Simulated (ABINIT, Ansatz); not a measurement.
# Ruthenium (P6_3/mmc): phonons by linear response, part 3 of 4

How does Ruthenium (P6_3/mmc) vibrate, and is this structure a minimum?

ABINIT 10.8.3; DFT PBE, scalar-relativistic, plane waves, PseudoDojo norm-conserving pseudopotentials.

So far. Step 4 (Ground state): The cell stands at -0.91 GPa: the relaxation ran with a smoothed and higher cutoff, and the difference is a stress of the finite basis. Step 5 (Linear response at Γ): The acoustic modes at Γ come out as far as 4.0 cm⁻¹ from zero, where they should vanish, a small numerical error. The relaxed cell has a = 2.721, c = 4.303 Å (conventional setting).

## 7. Interpolated phonon bands

anaddb transforms the dynamical matrices to force constants and back along the path; points of the mesh come back as solved, but for the sum rule and, in polar crystals, the LO-TO term at Γ; the rest is interpolation.

Input file anaddb.abi:

```
ddb_filepath "all_DDB"
output_file "anaddb.abo"
outdata_prefix "anaddb"
ifcflag 1
ngqpt 3 3 2
nqshft 1
q1shft 0.0 0.0 0.0
asr 1
chneut 0
dipdip 0
dipquad 0
quadquad 0
enunit 0
eivec 0
nph1l 93
qph1l 
    0.0 0.0 0.0 1.0
    0.05 0.0 0.0 1.0
    0.1 0.0 0.0 1.0
    0.15 0.0 0.0 1.0
    0.2 0.0 0.0 1.0
    0.25 0.0 0.0 1.0
    0.3 0.0 0.0 1.0
    0.35 0.0 0.0 1.0
    0.4 0.0 0.0 1.0
    0.45 0.0 0.0 1.0
    0.5 0.0 0.0 1.0
    0.48333333 0.03333333 0.0 1.0
    0.46666667 0.06666667 0.0 1.0
    0.45 0.1 0.0 1.0
    0.43333333 0.13333333 0.0 1.0
    0.41666667 0.16666667 0.0 1.0
    0.4 0.2 0.0 1.0
    0.38333333 0.23333333 0.0 1.0
    0.36666667 0.26666667 0.0 1.0
    0.35 0.3 0.0 1.0
    0.33333333 0.33333333 0.0 1.0
    0.3 0.3 0.0 1.0
    0.26666667 0.26666667 0.0 1.0
    0.23333333 0.23333333 0.0 1.0
    0.2 0.2 0.0 1.0
    0.16666667 0.16666667 0.0 1.0
    0.13333333 0.13333333 0.0 1.0
    0.1 0.1 0.0 1.0
    0.06666667 0.06666667 0.0 1.0
    0.03333333 0.03333333 0.0 1.0
    0.0 0.0 0.0 1.0
    0.0 0.0 0.05 1.0
    0.0 0.0 0.1 1.0
    0.0 0.0 0.15 1.0
    0.0 0.0 0.2 1.0
    0.0 0.0 0.25 1.0
    0.0 0.0 0.3 1.0
    0.0 0.0 0.35 1.0
    0.0 0.0 0.4 1.0
    0.0 0.0 0.45 1.0
    0.0 0.0 0.5 1.0
    0.05 0.0 0.5 1.0
    0.1 0.0 0.5 1.0
    0.15 0.0 0.5 1.0
    0.2 0.0 0.5 1.0
    0.25 0.0 0.5 1.0
    0.3 0.0 0.5 1.0
    0.35 0.0 0.5 1.0
    0.4 0.0 0.5 1.0
    0.45 0.0 0.5 1.0
    0.5 0.0 0.5 1.0
    0.48333333 0.03333333 0.5 1.0
    0.46666667 0.06666667 0.5 1.0
    0.45 0.1 0.5 1.0
    0.43333333 0.13333333 0.5 1.0
    0.41666667 0.16666667 0.5 1.0
    0.4 0.2 0.5 1.0
    0.38333333 0.23333333 0.5 1.0
    0.36666667 0.26666667 0.5 1.0
    0.35 0.3 0.5 1.0
    0.33333333 0.33333333 0.5 1.0
    0.3 0.3 0.5 1.0
    0.26666667 0.26666667 0.5 1.0
    0.23333333 0.23333333 0.5 1.0
    0.2 0.2 0.5 1.0
    0.16666667 0.16666667 0.5 1.0
    0.13333333 0.13333333 0.5 1.0
    0.1 0.1 0.5 1.0
    0.06666667 0.06666667 0.5 1.0
    0.03333333 0.03333333 0.5 1.0
    0.0 0.0 0.5 1.0
    0.5 0.0 0.5 1.0
    0.5 0.0 0.45 1.0
    0.5 0.0 0.4 1.0
    0.5 0.0 0.35 1.0
    0.5 0.0 0.3 1.0
    0.5 0.0 0.25 1.0
    0.5 0.0 0.2 1.0
    0.5 0.0 0.15 1.0
    0.5 0.0 0.1 1.0
    0.5 0.0 0.05 1.0
    0.5 0.0 0.0 1.0
    0.33333333 0.33333333 0.5 1.0
    0.33333333 0.33333333 0.45 1.0
    0.33333333 0.33333333 0.4 1.0
    0.33333333 0.33333333 0.35 1.0
    0.33333333 0.33333333 0.3 1.0
    0.33333333 0.33333333 0.25 1.0
    0.33333333 0.33333333 0.2 1.0
    0.33333333 0.33333333 0.15 1.0
    0.33333333 0.33333333 0.1 1.0
    0.33333333 0.33333333 0.05 1.0
    0.33333333 0.33333333 0.0 1.0
```

Input file mrgddb.in:

```
all_DDB
merged
6
dfpt_gammao_DDB
dfpt_qo_DS1_DDB
dfpt_qo_DS2_DDB
dfpt_qo_DS3_DDB
dfpt_qo_DS4_DDB
dfpt_qo_DS5_DDB
```

The run is started by

```bash
$ mrgddb < mrgddb.in > mrgddb.log
$ OMP_NUM_THREADS=1 anaddb anaddb.abi > anaddb.log
```

anaddb.abo, the main output file:

```text
[banners, grids, parts of the stress and lines that vanish by symmetry left out]
-outvars_anaddb: echo values of input variables ----------------------

 Flags :
[...]
Phonon wavevector (reduced coordinates) :  0.00000  0.00000  0.00000
 Phonon energies in Hartree :
[...]
Phonon frequencies in cm-1    :
-  0.000000E+00  0.000000E+00  0.000000E+00  1.894679E+02  1.894679E+02
-  2.533542E+02
[...]
Phonon wavevector (reduced coordinates) :  0.05000  0.00000  0.00000
 Phonon energies in Hartree :
[...]
Phonon frequencies in cm-1    :
-  2.597200E+01  2.824320E+01  4.087785E+01  1.905820E+02  1.912229E+02
-  2.517478E+02
[...]
Phonon wavevector (reduced coordinates) :  0.10000  0.00000  0.00000
 Phonon energies in Hartree :
[...]
Phonon frequencies in cm-1    :
-  5.094445E+01  5.549130E+01  8.037532E+01  1.936741E+02  1.961832E+02
-  2.470573E+02
[...]
Phonon wavevector (reduced coordinates) :  0.15000  0.00000  0.00000
 Phonon energies in Hartree :
[...]
Phonon frequencies in cm-1    :
-  7.400115E+01  8.083328E+01  1.172158E+02  1.980948E+02  2.035469E+02
-  2.396624E+02
[...]
Phonon wavevector (reduced coordinates) :  0.20000  0.00000  0.00000
 Phonon energies in Hartree :
[...]
Phonon frequencies in cm-1    :
-  9.438502E+01  1.035189E+02  1.503162E+02  2.030355E+02  2.122718E+02
-  2.301742E+02
[...]
Phonon wavevector (reduced coordinates) :  0.25000  0.00000  0.00000
 Phonon energies in Hartree :
[...]
Phonon frequencies in cm-1    :
-  1.115589E+02  1.230209E+02  1.788502E+02  2.077726E+02  2.193953E+02
-  2.213277E+02
  Phonon wavevector (reduced coordinates) :  0.30000  0.00000  0.00000
 Phonon energies in Hartree :
[...]
Phonon frequencies in cm-1    :
-  1.252442E+02  1.390790E+02  2.022718E+02  2.082527E+02  2.118162E+02
-  2.298544E+02
  Phonon wavevector (reduced coordinates) :  0.35000  0.00000  0.00000
 Phonon energies in Hartree :
[...]
Phonon frequencies in cm-1    :
-  1.354276E+02  1.517256E+02  1.976852E+02  2.149362E+02  2.202891E+02
-  2.372231E+02
  Phonon wavevector (reduced coordinates) :  0.40000  0.00000  0.00000
 Phonon energies in Hartree :
[...]
Phonon frequencies in cm-1    :
-  1.423201E+02  1.613099E+02  1.884651E+02  2.170957E+02  2.327927E+02
-  2.430372E+02
  Phonon wavevector (reduced coordinates) :  0.45000  0.00000  0.00000
 Phonon energies in Hartree :
[...]
Phonon frequencies in cm-1    :
-  1.462527E+02  1.685402E+02  1.809415E+02  2.183493E+02  2.398723E+02
-  2.469887E+02
  Phonon wavevector (reduced coordinates) :  0.50000  0.00000  0.00000
 Phonon energies in Hartree :
[...]
Phonon frequencies in cm-1    :
-  1.475238E+02  1.738764E+02  1.754151E+02  2.187589E+02  2.420772E+02
-  2.484640E+02
  Phonon wavevector (reduced coordinates) :  0.48333  0.03333  0.00000
 Phonon energies in Hartree :
[...]
Phonon frequencies in cm-1    :
-  1.484437E+02  1.738452E+02  1.753170E+02  2.183087E+02  2.416151E+02
-  2.487841E+02
  Phonon wavevector (reduced coordinates) :  0.46667  0.06667  0.00000
 Phonon energies in Hartree :
[...]
Phonon frequencies in cm-1    :
-  1.511376E+02  1.737556E+02  1.750303E+02  2.170512E+02  2.402416E+02
-  2.496684E+02
  Phonon wavevector (reduced coordinates) :  0.45000  0.10000  0.00000
 Phonon energies in Hartree :
[...]
Phonon frequencies in cm-1    :
-  1.554204E+02  1.736190E+02  1.745773E+02  2.152130E+02  2.379948E+02
-  2.509381E+02
[...]
Phonon wavevector (reduced coordinates) :  0.10000  0.00000  0.50000
 Phonon energies in Hartree :
[...]
Phonon frequencies in cm-1    :
-  1.380075E+02  1.380075E+02  1.432600E+02  1.432600E+02  2.128755E+02
-  2.128755E+02
  Phonon wavevector (reduced coordinates) :  0.15000  0.00000  0.50000
 Phonon energies in Hartree :
[...]
Phonon frequencies in cm-1    :
-  1.424551E+02  1.424551E+02  1.529650E+02  1.529650E+02  2.213203E+02
-  2.213203E+02
  Phonon wavevector (reduced coordinates) :  0.20000  0.00000  0.50000
 Phonon energies in Hartree :
[...]
Phonon frequencies in cm-1    :
-  1.476649E+02  1.476649E+02  1.634255E+02  1.634255E+02  2.312458E+02
-  2.312458E+02
  Phonon wavevector (reduced coordinates) :  0.25000  0.00000  0.50000
 Phonon energies in Hartree :
[...]
Phonon frequencies in cm-1    :
-  1.533749E+02  1.533749E+02  1.731150E+02  1.731150E+02  2.411735E+02
-  2.411735E+02
  Phonon wavevector (reduced coordinates) :  0.30000  0.00000  0.50000
 Phonon energies in Hartree :
[...]
Phonon frequencies in cm-1    :
-  1.593123E+02  1.593123E+02  1.811102E+02  1.811102E+02  2.499172E+02
-  2.499172E+02
  Phonon wavevector (reduced coordinates) :  0.35000  0.00000  0.50000
 Phonon energies in Hartree :
[...]
Phonon frequencies in cm-1    :
-  1.650128E+02  1.650128E+02  1.870506E+02  1.870506E+02  2.567809E+02
-  2.567809E+02
[...]
Phonon wavevector (reduced coordinates) :  0.33333  0.33333  0.05000
 Phonon energies in Hartree :
[...]
Phonon frequencies in cm-1    :
-  1.721617E+02  1.721617E+02  2.040019E+02  2.040019E+02  2.059169E+02
-  2.581572E+02
  Phonon wavevector (reduced coordinates) :  0.33333  0.33333  0.00000
 Phonon energies in Hartree :
[...]
Phonon frequencies in cm-1    :
-  1.718896E+02  1.718896E+02  2.035047E+02  2.035047E+02  2.055437E+02
-  2.584449E+02
-
```

Wall time 0.5 s (1 thread of Arm Neoverse V2, shared host).

This step gave:

```
lowest frequency on the path : 0 cm⁻¹
```

Anaddb. Phonon branches along the path, in cm⁻¹:

```
    point  branch 1  branch 2  branch 3  branch 4  branch 5  branch 6
        Γ         0         0         0       190       190       253
  halfway       112       123       179       208       219       221
        M       148       174       175       219       242       248
  halfway       168       173       173       211       231       254
        K       172       172       204       204       206       258
  halfway       130       135       187       211       219       223
        Γ         0         0         0       190       190       253
  halfway        72        72       120       175       175       245
        A       134       134       134       134       205       205
  halfway       153       153       173       173       241       241
        L       174       174       194       194       265       265
  halfway       174       174       206       206       255       255
        H       175       175       229       229       234       234
  halfway       156       156       183       183       246       246
        A       134       134       134       134       205       205
jump to L       174       174       194       194       265       265
  halfway       164       174       175       213       254       257
        M       148       174       175       219       242       248
jump to H       175       175       229       229       234       234
  halfway       175       175       214       215       215       252
        K       172       172       204       204       206       258
```

The phonon branches as a text plot (rows in cm⁻¹):

```
    260 |          ****                 *****            **    **
    249 |**     ***    **   *****      *     *   ***      *** *
    237 |  *  *****      * *     *    *       ***   *       **
    226 |   **     *   ****          *         *     *       *
    215 |   ******* * *   *       * *        ** **    *   *** *
    204 |  ***     ****** **       *        *          ***     **
    193 |***  **    * *  *  ***   *      ***      *
    182 |              **      *       **          *
    171 |       ********        *     *  *********  *    ********
    160 |      *  *     * *      *     **         ** *    *
    149 |   * * **       *        *  **             ***    **
    138 |    ***                   ***                ***
    127 |    *             *      *
    116 |  *              *     *
    105 |   *             *
     94 |   *              **    *
     83 | **               *
     72 |  *                    *
     61 | *                 *
     50 | *                  * *
     39 |*
     28 |*                   * *
     17 |
      6 |                     *
         Γ      M    K        Γ   A       L    H       A|L M|H  K
```

All branches are real along the path.

## 8. Density of states

Sums over the zone need many more wavevectors than were solved, so the interpolation is sampled on a dense mesh.

Input file anaddb.abi:

```
ddb_filepath "all_DDB"
output_file "anaddb.abo"
outdata_prefix "anaddb"
ifcflag 1
ngqpt 3 3 2
nqshft 1
q1shft 0.0 0.0 0.0
asr 1
chneut 0
dipdip 0
dipquad 0
quadquad 0
prtdos 2
ng2qpt 19 19 10
dosdeltae 4.5563e-06
ntemper 11
temperinc 100.0
tempermin 0.0
```

The run is started by

```bash
$ OMP_NUM_THREADS=1 anaddb anaddb.abi > anaddb.log
```

anaddb.abo, the main output file:

```text
-outvars_anaddb: echo values of input variables ----------------------

 Flags :
     ifcflag         1
 Miscellaneous information :
         asr         1
      chneut         0
 Interatomic Force Constants Inputs :
      dipdip         0
     dipquad         0
    quadquad         0
      ifcana         0
      ifcout         0
 Description of grid 1 :
        brav         1
       ngqpt         3         3         2
      nqshft         1
      q1shft
                     0.00000000E+00  0.00000000E+00  0.00000000E+00
 Phonon DOS information :
   dosdeltae  4.55630000E-06
    dossmear  4.55633525E-06
 Description of grid 2 (Fourier interp. or BZ sampling):
      ng2qpt        19        19        10
      ngrids         4
      q2shft         0.00000000E+00  0.00000000E+00  0.00000000E+00

================================================================================

 read the DDB information and perform some checks

  ==== Info on the Cryst% object ====
 Real(R)+Recip(G) space primitive vectors, cartesian coordinates (Bohr,Bohr^-1):
 R(1)=  5.1410939  0.0000000  0.0000000  G(1)=  0.1945111  0.1123011  0.0000000
 R(2)= -2.5705470  4.4523179  0.0000000  G(2)=  0.0000000  0.2246021  0.0000000
 R(3)=  0.0000000  0.0000000  8.1316696  G(3)=  0.0000000  0.0000000  0.1229760
 Unit cell volume ucvol=  1.8613216E+02 bohr^3
 Angles (23,13,12)=  9.00000000E+01  9.00000000E+01  1.20000000E+02 degrees
 Time-reversal symmetry is present
 Reduced atomic positions [iatom, xred, symbol]:
    1)    0.3333333  0.6666667  0.2500000  Ru
    2)    0.6666667  0.3333333  0.7500000  Ru

 DDB file with 6 blocks has been read.

================================================================================

 Calculation of the interatomic forces

       Homogeneous q point set in the B.Z.
 Grid q points  :       18
  1)   0.00000000E+00  0.00000000E+00  0.00000000E+00
  2)   3.33333333E-01  0.00000000E+00  0.00000000E+00
  3)  -3.33333333E-01  0.00000000E+00  0.00000000E+00
  4)   0.00000000E+00  3.33333333E-01  0.00000000E+00
  5)   3.33333333E-01  3.33333333E-01  0.00000000E+00
  6)  -3.33333333E-01  3.33333333E-01  0.00000000E+00
  7)   0.00000000E+00 -3.33333333E-01  0.00000000E+00
  8)   3.33333333E-01 -3.33333333E-01  0.00000000E+00
  9)  -3.33333333E-01 -3.33333333E-01  0.00000000E+00
 10)   0.00000000E+00  0.00000000E+00  5.00000000E-01
 11)   3.33333333E-01  0.00000000E+00  5.00000000E-01
 12)  -3.33333333E-01  0.00000000E+00  5.00000000E-01
 13)   0.00000000E+00  3.33333333E-01  5.00000000E-01
 14)   3.33333333E-01  3.33333333E-01  5.00000000E-01
 15)  -3.33333333E-01  3.33333333E-01  5.00000000E-01
 16)   0.00000000E+00 -3.33333333E-01  5.00000000E-01
 17)   3.33333333E-01 -3.33333333E-01  5.00000000E-01
 18)  -3.33333333E-01 -3.33333333E-01  5.00000000E-01

 The interatomic forces have been obtained

================================================================================

 Calculation of phonon density of states

 Average speed of sound partial sums:     0.1914405985E-02 (at units)
-                                   =           4.1881 [km/s]

 Debye frequency from partial sums:     0.1306904624E-02 (Ha)
-                                 =     0.8599019337E+01 (THz)
-Debye temperature from partial sums:     0.4126878399E+03 (K)

 Average speed of sound:     0.1999997716E-02 (at units)
-                      =           4.3754 [km/s]

 Debye frequency from DOS:     0.1365335400E-02 (Ha)
-                        =     0.8983475378E+01 (THz)
-Debye temperature from DOS:     0.4311388198E+03 (K)

-
```

Elapsed: 0.62 s, on 1 thread.

Read from the output:

| Quantity | Value |
| --- | --- |
| share of modes beyond 3i cm⁻¹ on the dense interpolated mesh | 0 |
| zero-point energy per atom | 35.89 meV |
| heat capacity at 300 K | 23.17 J/(mol atoms K) |
| vibrational entropy at 300 K | 28.51 J/(mol atoms K) |

The phonon density of states has structure finer than the step of the table below, so its rows give means over 10 cm⁻¹, whole bins alone (the curve runs from -30 to 288 cm⁻¹). Peaks (cm⁻¹: height): 174.0: 0.120, 212.0: 0.0580, 252.0: 0.0766.

Tetrahedra. The phonon density of states by wavenumber; means over each step:

wavenumber (cm⁻¹), phonon density of states (1/cm⁻¹/cell) and a bar:
```
        0      0.000 
       10      0.000 
       20      0.000 
       30      0.000 
       40      0.001 
       50      0.001 
       60      0.002 #
       70      0.002 #
       80      0.003 #
       90      0.004 ##
      100      0.005 ##
      110      0.007 ###
      120      0.010 ####
      130      0.013 #####
      140      0.018 #######
      150      0.028 ###########
      160      0.039 ###############
      170      0.077 ##############################
      180      0.058 ######################
      190      0.044 #################
      200      0.042 ################
      210      0.055 #####################
      220      0.023 #########
      230      0.028 ###########
      240      0.049 ###################
      250      0.064 #########################
      260      0.024 #########
      270      0.000 
      280      0.000
```

Harmonic thermodynamic functions per atom, summed over the density of states scaled to three modes an atom; melting is ignored. Thermodynamic functions:

```
T (K)  F_vib (meV/atom)  S (J/mol-atom/K)  C_V (J/mol-atom/K)
    0             35.89                 0                   0
   50             35.76             1.142               3.823
  100             33.77             7.043                13.7
  200             19.73             19.47               21.19
  300             -5.38             28.51               23.17
  400            -38.59             35.29               23.92
  500            -78.06             40.67               24.28
  600            -122.6             45.12               24.48
  700            -171.4             48.91                24.6
  800            -223.8              52.2               24.68
  900            -279.4             55.11               24.74
 1000            -337.9             57.72               24.78
```

At 300 K the heat capacity has reached 93 % of the Dulong-Petit value.

(Part 3 of 4 ends here.)

[Host names and launcher messages were left out of these logs when they were recorded.]

[Logs are printed without paths, hosts, clocks, repeated set-up lines and the standing remarks that a program may print on its own settings, such as how far it seeks lower states.]

[Hosts, paths, dates, database ids (printed as entryN), source tags and the programs' standing remarks are cut or masked in the printed files.]
